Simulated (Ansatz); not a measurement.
# Which magnetic ion is it?

A crystal has the composition La2MgMO6, where M is a 3d element. A calculation (PBE+U, spin-orbit coupling in second variation, Ansatz) gives:

| Property | Result |
| --- | --- |
| S | 3/2 |
| g | ⊥ 1.9954, ∥ 1.9935 |
| D, with anisotropic exchange | -0.355 cm⁻¹ (-10.6 GHz) |
| moment in its sphere | 2.71 μB |

**Question.** Which ion is it, and why?

The crystal is La2MgMnO6, space group R-3. The spin sits on Mn, with 6 O at 1.93 Å round it. With the usual charges of the other elements M must be +4. High-spin ions of that charge with S = 3/2 are d3 and d7, Mn and Cu; the sign of the g shift picks Mn⁴⁺ d³. Low-spin ions are left aside. The shift is negative: in a shell less than half full the orbital moment opposes the spin.

[Hosts, paths, dates, database ids (printed as entryN), source tags and the programs' standing remarks are cut or masked in the printed files.]
